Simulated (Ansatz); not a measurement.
# K on Nb(110): change of the work function, part 4 of 4

How does K on the hollow site change the work function of Nb(110) as the layer fills?

Ansatz 0.2.0; plane-wave DFT, PBE, Ansatz PAW.

So far, work function, upper face (eV): step 2 (the clean slab) 4.49; step 3 (37 atoms, coverage 0.111 ML, cell 3x3) 2.23.

## 4. Adsorbate added, k-mesh 6×6×1, coverage 0.25 ML (continued)

The density of states has structure finer than the step of the table below, so its rows give means over 0.25 eV. Peaks (eV: height): -2.800: 28.4, -1.530: 39.8, -1.350: 43.9, -1.200: 42.5, -0.990: 30.3, -0.900: 26.9, -0.420: 32.3.

Density of states against energy, zero at the Fermi level; means over each step:

```
energy (eV)  density of states (states/eV a cell)
      -5.75                                     0
      -5.50                                 0.451
      -5.25                                 0.934
      -5.00                                  1.01
      -4.75                                  1.07
      -4.50                                  1.90
      -4.25                                  2.61
      -4.00                                  3.09
      -3.75                                  2.89
      -3.50                                  9.88
      -3.25                                  17.9
      -3.00                                  15.2
      -2.75                                  23.3
      -2.50                                  23.9
      -2.25                                  18.3
      -2.00                                  13.5
      -1.75                                  9.94
      -1.50                                  32.9
      -1.25                                  32.5
      -1.00                                  23.9
      -0.75                                  21.2
      -0.50                                  29.0
      -0.25                                  24.9
       0.00                                  23.5
       0.25                                  17.2
       0.50                                  14.0
       0.75                                  15.1
       1.00                                  16.4
       1.25                                  14.8
```

Projected DOS per atom over height of the atomic layer and energy from the Fermi level. Layers: Nb4 Nb4 Nb4 Nb4 K from below.

Ten even steps from '0' (0.00 states/eV) to '9' (2.22 states/eV), each cell a mean:
```
42242
42243
52352
75571
96560
75482
89991
33330
55450
66760
35530
13320
00000
00000
00000
00000
00000
00000
00000
00000
00000
00000
```
Columns: height of the atomic layer (Å) from 9 to 19.2 (not evenly spaced); rows upwards: energy from the Fermi level (eV) from -7.96 to 1.34.

Electrostatic potential energy in the ca plane at fractional y = 0.000, with atoms of Nb within 0.2 Å of it. With pseudopotentials it is smooth inside the atoms' cores, unlike the true potential.

Ten even steps from '0' (-53 eV) to '9' (9 eV), each cell a mean:
```
05899999861001589999999999999999999999999999
47999999985224799999999999999999999999999999
88999899998778999989999999999999999999999999
99999889999889999989999999999999999999999999
88999899998778999989999999999999999999999999
47999999985224799999999999999999999999999999
05899999861001589999999999999999999999999999
04899999861000589999999999999999999999999999
26899999973002689999999999999999999999999999
68999999987556899999999999999999999999999999
89999889999888999989999999999999999999999999
89999889998888999989999999999999999999999999
68999999987556899999999999999999999999999999
16899999973002689999999999999999999999999999
04899999860000589999999999999999999999999999
```
Columns run along c (16.0 Å, from fractional 0.34 to 0.90 of the cell; values clipped at the 3rd and 97th percentile), rows up along a (5.7 Å). Atoms in or near the plane, at fractional coordinates: Nb at (0.48, 0.00), Nb at (0.48, 0.50).

ELF in the ca plane at fractional y = 0.000, with atoms of Nb within 0.2 Å of it. It is the smooth field of the valence electrons, not physical close to the nuclei.

Ten even steps from '0' (0.00) to '9' (0.74), each cell a mean:
```
95365445349879535544567654322111000000000000
73454345425996335433456543321111000000000000
33554345543333355433455543221111100000000000
45653335664333565433445543221111100000000000
33554335543443355433455554211111100000000000
73454345436996335433456654211111110000000000
95365445349779535544567764321111110000000000
96365455359549635544577765321111110000000000
94465345338998435434567665422111110000000000
43454345533664245433456654332211110000000000
34653335653333465433445544332211110000000000
35653335653333465433445544322211100000000000
43454345533664245433455543322111100000000000
94465345338998435444566654322111100000000000
96365455359549636545677654322111000000000000
```
Columns run along c (16.0 Å, from fractional 0.34 to 0.90 of the cell), rows up along a (5.7 Å). Atoms in or near the plane, at fractional coordinates: Nb at (0.48, 0.00), Nb at (0.48, 0.50).

Valence density in the ca plane at fractional y = 0.000, with atoms of Nb within 0.2 Å of it. It is the smooth field of the valence electrons, not physical close to the nuclei.

Values in e/Å³, 8 rows by 16 columns, each cell a mean:
```
1.4 0.2 0.2 1.0 3.6 0.5 0.2 0.1 0.0 0.0 0.0 0.0 0.0 0.0 0.0 0.0
0.3 0.2 0.3 0.3 0.5 0.2 0.3 0.2 0.0 0.0 0.0 0.0 0.0 0.0 0.0 0.0
0.4 0.2 0.2 0.3 0.9 0.3 0.3 0.2 0.0 0.0 0.0 0.0 0.0 0.0 0.0 0.0
1.8 0.2 0.2 1.3 4.4 0.7 0.2 0.1 0.0 0.0 0.0 0.0 0.0 0.0 0.0 0.0
1.4 0.2 0.2 1.0 3.6 0.6 0.2 0.1 0.0 0.0 0.0 0.0 0.0 0.0 0.0 0.0
0.3 0.2 0.3 0.3 0.5 0.2 0.3 0.2 0.0 0.0 0.0 0.0 0.0 0.0 0.0 0.0
0.4 0.2 0.2 0.4 0.9 0.3 0.3 0.1 0.0 0.0 0.0 0.0 0.0 0.0 0.0 0.0
1.8 0.2 0.2 1.4 4.4 0.7 0.2 0.1 0.0 0.0 0.0 0.0 0.0 0.0 0.0 0.0
```
Columns run along c (16.0 Å, from fractional 0.34 to 0.90 of the cell), rows up along a (5.7 Å). Atoms in or near the plane, at fractional coordinates: Nb at (0.48, 0.00), Nb at (0.48, 0.50).

The relaxation took 8 steps and lowered the energy by 0.051 eV; the largest force on the free atoms ends at 0.017 eV/Å.

By hand: a sheet of dipoles makes a step −p/(ε₀A) in the electron's potential. With e/ε₀ = 180.95 V·Å, p = 0.5005 e·Å and A = 30.80 Å², that is −180.95 × (0.5005) / 30.80 = -2.941 eV, and the two vacuum levels of the run differ by -2.941 eV.

The covered face has 1.58 eV, -2.91 eV against the clean one; the bare back face has moved by -0.01 eV, a measure of how thin the slab is.

## 5. Work function against coverage

This step: plane-wave DFT, PBE, Ansatz PAW; work function against coverage (Ansatz 0.2.0).

The runs are now put side by side.

This step gave:

| Quantity | Value |
| --- | --- |
| work function of the clean face | 4.492 eV |
| largest change of the work function | -2.914 eV |

The work function of the covered face by coverage:

```
coverage (adsorbates/nm²)  work function of the covered face (eV)
                     0.00                                    4.49
                     1.44                                    2.23
                     3.25                                    1.58
```

The dipole per adsorbate comes from the change of the cell's dipole. Coverage, by row:

```
coverage (1/nm²)  coverage (ML)  work function (eV)  change (eV)  dipole per adsorbate, positive end outwards (debye)  mean height of the added atoms over the highest substrate atom (Å)
           1.443         0.1111                2.23       -2.262                                                4.161                                                               3.189
           3.247           0.25               1.578       -2.914                                                2.375                                                                3.15
```

## 6. Summary of results

- work function of the clean face: 4.49 eV
- work function at 0.11 ML: 2.23 eV
- work function at 0.25 ML: 1.58 eV
- dipole per adsorbate at 0.11 ML, positive end outwards: 4.16 D

What this shows: K lowers the work function of Nb(110) at the lowest coverage, by 2.26 eV: the adsorbate layer has its positive end outwards. The slab has 4 layers, at the tabulated experimental lattice constant, one starting site was run, and quantum-size effects of a slab this thin can reach one or two tenths of an eV.

[Long decimals in the printed logs are rounded to 6 places.]

[Logs are printed without paths, hosts, clocks, repeated set-up lines and the standing remarks that a program may print on its own settings, such as how far it seeks lower states.]

[Hosts, paths, dates, database ids (printed as entryN), source tags and the programs' standing remarks are cut or masked in the printed files.]

[Maps of the electrostatic potential energy from Ansatz leave out the sawtooth potential of an applied field or a dipole correction, so their vacuum need not be flat; planar profiles and work functions include it.]
